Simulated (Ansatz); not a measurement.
# Au(111) with 4 thermally displaced layers, 2x2: scattering by thermal displacements, part 2 of 2

How much do lattice vibrations at 180 K scatter the electrons of Au? Layers with random displacements are laid between perfect leads, and the resistance is followed against their length.

Ansatz 0.2.0; Ansatz plane-wave DFT, PBE, PAW files; ballistic transport by layer matching (Landauer), zero bias; PAW set soft_1.

So far, open channels per spin nearest the Fermi level: step 2 (with 4 displaced layers) 3.21.

### Step 3. With 8 displaced layers

Each atom of 8 layers is moved at random, by amounts drawn from a normal law 0.0707 Å wide in each direction from the Debye model (165 K) at 180 K. A fresh draw is used; the growth of the resistance with length is what counts.

System of this step: Au(111) with 8 thermally displaced layers, 2x2. The cell holds 56 atoms: 56 Au. Its edges and angles: a = 5.768 Å, b = 5.768 Å, c = 33.006 Å, α = 87.5°, β = 92.5°, γ = 120.0°. It derives from Au. Regions: lead, 24 atoms (24 Au); scattering region, 32 atoms (32 Au). The structure is stacked along c, and the current runs across the ab planes.

input.yaml

```yaml
crystal:
  lattice:
    - [5.7675164607, 0.0, 0.0]
    - [-2.8837582304, 4.9948157718, 0.0]
    - [-1.4418791152, 0.8324692953, 32.9641022945]
  atoms:
    - { symbol: Au, position: [0.005952381, 0.994047619, 0.0357142857] }
    - { symbol: Au, position: [0.005952381, 0.494047619, 0.0357142857] }
    - { symbol: Au, position: [0.505952381, 0.994047619, 0.0357142857] }
    - { symbol: Au, position: [0.505952381, 0.494047619, 0.0357142857] }
    - { symbol: Au, position: [0.1845238095, 0.3154761905, 0.1071428571] }
    - { symbol: Au, position: [0.1845238095, 0.8154761905, 0.1071428571] }
    - { symbol: Au, position: [0.6845238095, 0.3154761905, 0.1071428571] }
    - { symbol: Au, position: [0.6845238095, 0.8154761905, 0.1071428571] }
    - { symbol: Au, position: [0.3630952381, 0.1369047619, 0.1785714286] }
    - { symbol: Au, position: [0.3630952381, 0.6369047619, 0.1785714286] }
    - { symbol: Au, position: [0.8630952381, 0.1369047619, 0.1785714286] }
    - { symbol: Au, position: [0.8630952381, 0.6369047619, 0.1785714286] }
    - { symbol: Au, position: [0.0411720108, 0.966274442, 0.2491848004] }
    - { symbol: Au, position: [0.0537850591, 0.4723921325, 0.2488330732] }
    - { symbol: Au, position: [0.5686232428, 0.9809024891, 0.2523141639] }
    - { symbol: Au, position: [0.5645203147, 0.4730514129, 0.2548351722] }
    - { symbol: Au, position: [0.2227466334, 0.2795758281, 0.3227220188] }
    - { symbol: Au, position: [0.1977987582, 0.7580936689, 0.3195369828] }
    - { symbol: Au, position: [0.7276034822, 0.2870066078, 0.3181336367] }
    - { symbol: Au, position: [0.6948467484, 0.7753544796, 0.3210252581] }
    - { symbol: Au, position: [0.4033968691, 0.1102536354, 0.3954925485] }
    - { symbol: Au, position: [0.4055842361, 0.6102538197, 0.3905083307] }
    - { symbol: Au, position: [0.8863001958, 0.1042965917, 0.3942826052] }
    - { symbol: Au, position: [0.912186648, 0.6092997891, 0.3945389123] }
    - { symbol: Au, position: [0.074644983, 0.8980812203, 0.4627111938] }
    - { symbol: Au, position: [0.0866422673, 0.4316047619, 0.461042822] }
    - { symbol: Au, position: [0.5885712392, 0.9164909446, 0.4637872471] }
    - { symbol: Au, position: [0.5855301967, 0.4337415589, 0.4612121958] }
    - { symbol: Au, position: [0.2683578479, 0.2454171421, 0.5340611691] }
    - { symbol: Au, position: [0.2368776362, 0.7133409776, 0.5343253778] }
    - { symbol: Au, position: [0.7530470048, 0.234129038, 0.5350108166] }
    - { symbol: Au, position: [0.754860627, 0.7443675809, 0.5379031828] }
    - { symbol: Au, position: [0.4325714, 0.0616040984, 0.6082980567] }
    - { symbol: Au, position: [0.4577359302, 0.5604416567, 0.6082427722] }
    - { symbol: Au, position: [0.9249474644, 0.0842844793, 0.6085569967] }
    - { symbol: Au, position: [0.9500700679, 0.5650130016, 0.6049063943] }
    - { symbol: Au, position: [0.1289795157, 0.8978801102, 0.6767119432] }
    - { symbol: Au, position: [0.0981577629, 0.3933229929, 0.6782038546] }
    - { symbol: Au, position: [0.6405782885, 0.8783997114, 0.6774378533] }
    - { symbol: Au, position: [0.5996362128, 0.3636555118, 0.6766646579] }
    - { symbol: Au, position: [0.3106754469, 0.2066912934, 0.7486952262] }
    - { symbol: Au, position: [0.2804195589, 0.7163141287, 0.7514118108] }
    - { symbol: Au, position: [0.7921650444, 0.2027154078, 0.7506552687] }
    - { symbol: Au, position: [0.7917479081, 0.698473717, 0.7513346785] }
    - { symbol: Au, position: [0.4702380952, 0.0297619048, 0.8214285714] }
    - { symbol: Au, position: [0.4702380952, 0.5297619048, 0.8214285714] }
    - { symbol: Au, position: [0.9702380952, 0.0297619048, 0.8214285714] }
    - { symbol: Au, position: [0.9702380952, 0.5297619048, 0.8214285714] }
    - { symbol: Au, position: [0.1488095238, 0.8511904762, 0.8928571429] }
    - { symbol: Au, position: [0.1488095238, 0.3511904762, 0.8928571429] }
    - { symbol: Au, position: [0.6488095238, 0.8511904762, 0.8928571429] }
    - { symbol: Au, position: [0.6488095238, 0.3511904762, 0.8928571429] }
    - { symbol: Au, position: [0.3273809524, 0.1726190476, 0.9642857143] }
    - { symbol: Au, position: [0.3273809524, 0.6726190476, 0.9642857143] }
    - { symbol: Au, position: [0.8273809524, 0.1726190476, 0.9642857143] }
    - { symbol: Au, position: [0.8273809524, 0.6726190476, 0.9642857143] }
kpoints:
  mp_grid: { grid: [5, 5, 1] }
hamiltonian:
  xc: pbe
  pseudopotentials: { kind: paw, azcp: { folder: soft_1 } }
scf:
  occupations: { method: fermi_dirac, width: 0.1 }
output:
  transmission:
    leads: [[0, 4]]
    kmesh: [10, 10]
    e_range: [-0.05, 0.05]
    de: 0.05
  write_potential: true
  write_density: true
  volumetric_format: npy
```

The run is started by

```bash
ansatz run input.yaml --threads 4 --pin off --max-ram 15360MiB --backend cpu --events-out ev --progress --plain --runs-dir out
```

Numbers of over 12 decimals in the logs are rounded to 6 here.

Output:

```text
[...]
Crystal: 56 atoms, lattice volume = 949.619 Å³
Basis set: ecut = 420 eV, 18659 PW (Γ)
Bands: 639, of which v1, the nominal top of the filled ones, is band 532 counted from 1 (531 counted from 0)
Symmetry: 1 space group operations
[...]
k-points: 13 of 25 (time reversal used)
[...]
SCF iter   1: F=—  HF=-736478.423737 eV  |F-HF|=—  |Δ(HF+E_count)|=         —  Δρ=6.75e-2  dr2=4.75e1  ethr=3.10e-3  ⟨swp⟩=4.0  Hψ=24712  notcnv=0  defer=165
[...]
SCF iter  10: F=-736464.472555 eV  HF=-736464.472555 eV  |F-HF|=4.73e-8  |Δ(HF+E_count)|=   1.04e-8  Δρ=1.16e-6  dr2=5.24e-8  ethr=9.40e-12  ⟨swp⟩=8.5  Hψ=31236  notcnv=0
SCF 1 converged in 10 iterations: F = -736464.472555 eV  dr2 = 5.24e-8
[...]
transmission: 230 of 2288 steps passed
transmission: 458 of 2288 steps passed
[...]
transmission: 2288 of 2288 steps passed
SCF converged after 10 iterations
Free energy (F): -736464.472555 eV
[...]
Internal energy: -736463.809034 eV  (E = F + TS)
E sigma→0 (E₀):  -736464.140795 eV
Entropy (-TS):   -0.663521 eV (-11.849 meV/atom)
Fermi energy:    20.726146 eV
[...]
--- Band table (eV; the first three rows and the last of 13) ---
  k-point 0: bands = [... 528 lower, 20.8617, 21.1725, 21.2025, 21.3917, 21.4082, 21.4466, 21.4918, 21.5940, ... 103 higher]
  k-point 1: bands = [... 528 lower, 20.3980, 20.4952, 20.6049, 20.6936, 20.7594, 20.7827, 20.8450, 20.9163, ... 103 higher]
  k-point 2: bands = [... 528 lower, 20.5049, 20.5501, 20.5778, 20.6546, 20.7360, 20.7770, 20.8606, 21.0107, ... 103 higher]
  k-point 12: bands = [... 528 lower, 19.9266, 19.9392, 20.1568, 20.8091, 20.9720, 21.1507, 21.2237, 21.2933, ... 103 higher]
--- Transmission ---
  basis      : 253 plane waves across, 44 finite elements along
  points     : 52, standing for a mesh of 10 x 10
[...]
channels       : 3.210000e0 a spin
[...]
junction   : crystal 0 to crystal 0, 0.70 to 31.31 Å
    transmission   : 3.097368e0 a spin
[...]
```

Wall time 22 min (4 threads of Arm Neoverse V2, shared host); peak memory 8.1 GiB.

This step gave:

| Property | Result |
| --- | --- |
| free energy | -736464.4726 eV |
| energy at zero smearing | -736464.1408 eV |
| transmission per spin nearest the Fermi level | 3.097 |
| step of the lead's potential | 4 meV |

Per spin. The transmission, zone mean by energy, zero at the Fermi level:

| energy (eV) | transmission, zone mean |
| --- | --- |
| -0.0500 | 3.08 |
| 0.0000 | 3.10 |
| 0.0500 | 3.10 |

Over the solved energies the transmission per spin lies between 3.08 and 3.10, out of 3.21 channels of the lead on average (up to 3.21).

### Step 4. With 12 displaced layers

Each atom of 12 layers is moved at random, by amounts drawn from a normal law 0.0707 Å wide in each direction from the Debye model (165 K) at 180 K. A fresh draw is used; the growth of the resistance with length is what counts.

System of this step: Au(111) with 12 thermally displaced layers, 2x2. The cell holds 72 atoms: 72 Au. Cell: a = 5.768 Å, b = 5.768 Å, c = 42.382 Å, α = 90.0°, β = 90.0°, γ = 120.0°. It derives from Au. Regions: lead, 24 atoms (24 Au); scattering region, 48 atoms (48 Au). The structure is stacked along c, and the current runs across the ab planes.

input.yaml

```yaml
crystal:
  lattice:
    - [5.7675164607, 0.0, 0.0]
    - [-2.8837582304, 4.9948157718, 0.0]
    - [0.0, 0.0, 42.3824172358]
  atoms:
    - { symbol: Au, position: [0.0, 0.0, 0.0277777778] }
    - { symbol: Au, position: [0.0, 0.5, 0.0277777778] }
    - { symbol: Au, position: [0.5, 0.0, 0.0277777778] }
    - { symbol: Au, position: [0.5, 0.5, 0.0277777778] }
    - { symbol: Au, position: [0.1666666667, 0.3333333333, 0.0833333333] }
    - { symbol: Au, position: [0.1666666667, 0.8333333333, 0.0833333333] }
    - { symbol: Au, position: [0.6666666667, 0.3333333333, 0.0833333333] }
    - { symbol: Au, position: [0.6666666667, 0.8333333333, 0.0833333333] }
    - { symbol: Au, position: [0.3333333333, 0.1666666667, 0.1388888889] }
    - { symbol: Au, position: [0.3333333333, 0.6666666667, 0.1388888889] }
    - { symbol: Au, position: [0.8333333333, 0.1666666667, 0.1388888889] }
    - { symbol: Au, position: [0.8333333333, 0.6666666667, 0.1388888889] }
    - { symbol: Au, position: [0.9649483735, 0.9817552659, 0.1939374946] }
    - { symbol: Au, position: [0.9904305421, 0.4835209682, 0.19499277] }
    - { symbol: Au, position: [0.5161312803, 0.0063841064, 0.194818971] }
    - { symbol: Au, position: [0.5130144902, 0.5057245023, 0.1925388882] }
    - { symbol: Au, position: [0.1733223768, 0.3516106502, 0.2481026146] }
    - { symbol: Au, position: [0.1646764699, 0.8278257154, 0.248502071] }
    - { symbol: Au, position: [0.6549826478, 0.3347631764, 0.25052602] }
    - { symbol: Au, position: [0.6602209274, 0.8128661762, 0.249518365] }
    - { symbol: Au, position: [0.344271543, 0.1800676834, 0.3066773344] }
    - { symbol: Au, position: [0.3512914045, 0.6821954248, 0.3069299005] }
    - { symbol: Au, position: [0.8237516212, 0.16748817, 0.304366003] }
    - { symbol: Au, position: [0.7922465287, 0.6428755366, 0.3090399813] }
    - { symbol: Au, position: [0.9704373545, 0.9682655025, 0.3601355508] }
    - { symbol: Au, position: [0.0183170139, 0.4993636733, 0.3617918155] }
    - { symbol: Au, position: [0.4960975451, 0.9988219851, 0.3632239462] }
    - { symbol: Au, position: [0.509146578, 0.4987792045, 0.36259838] }
    - { symbol: Au, position: [0.1782860602, 0.3302312805, 0.4171170132] }
    - { symbol: Au, position: [0.1650521339, 0.8238743391, 0.4185863939] }
    - { symbol: Au, position: [0.660235057, 0.3245654295, 0.4138713512] }
    - { symbol: Au, position: [0.6619511759, 0.8549240166, 0.4147649811] }
    - { symbol: Au, position: [0.336000384, 0.1614701196, 0.4730751438] }
    - { symbol: Au, position: [0.3352223439, 0.655679213, 0.4717353762] }
    - { symbol: Au, position: [0.8353618529, 0.1682879635, 0.4721746663] }
    - { symbol: Au, position: [0.8339477142, 0.6755752576, 0.4744192178] }
    - { symbol: Au, position: [0.0013873827, 0.9895241428, 0.528438241] }
    - { symbol: Au, position: [0.004015914, 0.5065338435, 0.5308550728] }
    - { symbol: Au, position: [0.49729604, 0.9998372024, 0.5262988363] }
    - { symbol: Au, position: [0.4924303267, 0.4919443056, 0.5304463809] }
    - { symbol: Au, position: [0.1663452407, 0.3252384665, 0.5865517891] }
    - { symbol: Au, position: [0.1564819119, 0.8455235393, 0.5850284819] }
    - { symbol: Au, position: [0.6718537273, 0.3296370127, 0.5831174957] }
    - { symbol: Au, position: [0.6680197361, 0.8444593463, 0.5794485682] }
    - { symbol: Au, position: [0.3281420147, 0.168817269, 0.6379194745] }
    - { symbol: Au, position: [0.3093354835, 0.6632296936, 0.6376292309] }
    - { symbol: Au, position: [0.8530320702, 0.1864453725, 0.6390046187] }
    - { symbol: Au, position: [0.8082370843, 0.6638897943, 0.6373473956] }
    - { symbol: Au, position: [0.0203302526, 0.0239407138, 0.6949739293] }
    - { symbol: Au, position: [0.03566577, 0.5214368617, 0.6956062923] }
    - { symbol: Au, position: [0.4909336828, 0.0029565781, 0.6922106069] }
    - { symbol: Au, position: [0.515797374, 0.5033789973, 0.6969446327] }
    - { symbol: Au, position: [0.1590489449, 0.3077957716, 0.7513138839] }
    - { symbol: Au, position: [0.1926410154, 0.8589407689, 0.7486225139] }
    - { symbol: Au, position: [0.6586586073, 0.336332665, 0.7484845301] }
    - { symbol: Au, position: [0.644827066, 0.8198503912, 0.7545532567] }
    - { symbol: Au, position: [0.3209059952, 0.1540551762, 0.8050021021] }
    - { symbol: Au, position: [0.3446018596, 0.6864440412, 0.8073071417] }
    - { symbol: Au, position: [0.845310658, 0.1687496331, 0.8059877064] }
    - { symbol: Au, position: [0.8168229985, 0.6467910515, 0.8091241027] }
    - { symbol: Au, position: [0.0, 0.0, 0.8611111111] }
    - { symbol: Au, position: [0.0, 0.5, 0.8611111111] }
    - { symbol: Au, position: [0.5, 0.0, 0.8611111111] }
    - { symbol: Au, position: [0.5, 0.5, 0.8611111111] }
    - { symbol: Au, position: [0.1666666667, 0.3333333333, 0.9166666667] }
    - { symbol: Au, position: [0.1666666667, 0.8333333333, 0.9166666667] }
    - { symbol: Au, position: [0.6666666667, 0.3333333333, 0.9166666667] }
    - { symbol: Au, position: [0.6666666667, 0.8333333333, 0.9166666667] }
    - { symbol: Au, position: [0.3333333333, 0.1666666667, 0.9722222222] }
    - { symbol: Au, position: [0.3333333333, 0.6666666667, 0.9722222222] }
    - { symbol: Au, position: [0.8333333333, 0.1666666667, 0.9722222222] }
    - { symbol: Au, position: [0.8333333333, 0.6666666667, 0.9722222222] }
kpoints:
  mp_grid: { grid: [5, 5, 1] }
hamiltonian:
  xc: pbe
  pseudopotentials: { kind: paw, azcp: { folder: soft_1 } }
scf:
  occupations: { method: fermi_dirac, width: 0.1 }
output:
  transmission:
    leads: [[0, 4]]
    kmesh: [10, 10]
    e_range: [-0.05, 0.05]
    de: 0.05
  write_potential: true
  write_density: true
  volumetric_format: npy
```

Output:

```text
[...]
Crystal: 72 atoms, lattice volume = 1220.939 Å³
Basis set: ecut = 420 eV, 23937 PW (Γ)
Bands: 821, of which v1, the nominal top of the filled ones, is band 684 counted from 1 (683 counted from 0)
Symmetry: 1 space group operations
[...]
k-points: 13 of 25 (time reversal used)
[...]
SCF iter   1: F=—  HF=-946899.957004 eV  |F-HF|=—  |Δ(HF+E_count)|=         —  Δρ=6.74e-2  dr2=6.10e1  ethr=3.10e-3  ⟨swp⟩=4.0  Hψ=31726  notcnv=0  defer=245
[...]
SCF iter  11: F=-946882.077590 eV  HF=-946882.077590 eV  |F-HF|=1.30e-8  |Δ(HF+E_count)|=   4.19e-9  Δρ=5.04e-7  dr2=1.58e-8  ethr=7.31e-12  ⟨swp⟩=8.7  Hψ=40092  notcnv=0
SCF 1 converged in 11 iterations: F = -946882.077590 eV  dr2 = 1.58e-8
[...]
transmission: 278 of 2756 steps passed
transmission: 552 of 2756 steps passed
[...]
transmission: 2756 of 2756 steps passed
SCF converged after 11 iterations
Free energy (F): -946882.077590 eV
[...]
Internal energy: -946881.284018 eV  (E = F + TS)
E sigma→0 (E₀):  -946881.680804 eV
Entropy (-TS):   -0.793572 eV (-11.022 meV/atom)
Fermi energy:    20.709525 eV
[...]
--- Band table (eV; the first three rows and the last of 13) ---
  k-point 0: bands = [... 680 lower, 20.9229, 21.3067, 21.3413, 21.3560, 21.3628, 21.3840, 21.3972, 21.5623, ... 133 higher]
  k-point 1: bands = [... 680 lower, 20.4390, 20.5459, 20.5852, 20.6845, 20.7230, 20.7909, 20.8326, 20.9181, ... 133 higher]
  k-point 2: bands = [... 680 lower, 20.4997, 20.5476, 20.5695, 20.6247, 20.7264, 20.7530, 20.7745, 20.8081, ... 133 higher]
  k-point 12: bands = [... 680 lower, 19.9517, 20.3414, 20.3499, 20.7353, 20.7711, 21.0267, 21.0334, 21.4586, ... 133 higher]
--- Transmission ---
  basis      : 253 plane waves across, 53 finite elements along
  points     : 52, standing for a mesh of 10 x 10
[...]
channels       : 3.210000e0 a spin
[...]
junction   : crystal 0 to crystal 0, 0.70 to 40.73 Å
    transmission   : 2.988147e0 a spin
[...]
```

Run time: 37 min. Hardware: 4 threads; peak memory 9.8 GiB.

This step gave:

* free energy: -946882.0776 eV
* energy at zero smearing: -946881.6808 eV
* Fermi energy: 20.71 eV
* transmission per spin nearest the Fermi level: 2.988
* step of the lead's potential: 5.7 meV

Per spin. The transmission, zone mean by energy, zero at the Fermi level:

| energy (eV) | transmission, zone mean |
| --- | --- |
| -0.0500 | 2.96 |
| 0.0000 | 2.99 |
| 0.0500 | 2.98 |

Over the solved energies the transmission per spin lies between 2.96 and 2.99, out of 3.21 channels of the lead on average (up to 3.21).

### Step 5. The fit

This step: Ansatz plane-wave DFT, PBE, PAW files; ballistic transport by layer matching (Landauer), zero bias; resistivity from the slope of the area resistance; PAW set soft_1 (Ansatz 0.2.0).

Numbers from this step:

| Item | Value |
| --- | --- |
| resistivity | 3.711 µΩ cm |
| intercept | -0.01819 fΩ m² |
| scatter about the fit | 0.005817 fΩ m² |

Resistance, by row:

| run | length (Å) | T | channels N | RA (fΩ m²) |
| --- | --- | --- | --- | --- |
| n4 | 9.418 | 3.153 | 3.21 | 0.02087 |
| n8 | 18.84 | 3.094 | 3.21 | 0.04348 |
| n12 | 28.25 | 2.977 | 3.21 | 0.09077 |

Area resistance against length of the displaced region:

| length of the displaced region (Å) | area resistance (fΩ m²) |
| --- | --- |
| 9.42 | 0.0209 |
| 18.84 | 0.0435 |
| 28.25 | 0.0908 |

The area resistance goes from 0.021 to 0.091 fΩ m² between 9.4 and 28.3 Å, a slope of 3.7 µΩ cm.

By hand from the end points: (0.09077 − 0.02087) fΩ m² / (28.25 − 9.42) Å = 3.7 µΩ cm, since 1 fΩ m² per Å is 1000 µΩ cm.

### Step 6. Summary of results

- resistivity from the slope: 3.71 µΩ cm
- area resistance over 9.42 Å: 0.0209 fΩ m²
- area resistance over 18.8 Å: 0.0435 fΩ m²
- area resistance over 28.3 Å: 0.0908 fΩ m²

In words: The slope gives 3.7 µΩ cm. The points scatter by 0.0058 fΩ m² about the line, with one random draw a length in a 2x2 cell, so the slope is a rough value. The mean square of the displacements drawn is 0.78, 0.91 and 1.0 of the nominal one at the three lengths; with each resistance scaled back by that, the slope is 3.3 µΩ cm, the value used below. Read with a model of isotropic scattering on a spherical Fermi surface and the lead's 0.86×10¹⁵ S/m², this slope means a mean free path near 321 Å; over these lengths the model's slope is 1.21 times its bulk resistivity, which would be 2.7 µΩ cm. Uncorrelated displacements put too much weight on short waves, which scatter strongly; with the sideways repeat of a small cell, one draw and three short lengths, the method is good to a factor of two or three. Spin-orbit coupling is left out, which matters for Au.

[Logs are printed without paths, hosts, clocks, repeated set-up lines and the standing remarks that a program may print on its own settings, such as how far it seeks lower states.]

[Hosts, paths, dates, database ids (printed as entryN), source tags and the programs' standing remarks are cut or masked in the printed files.]
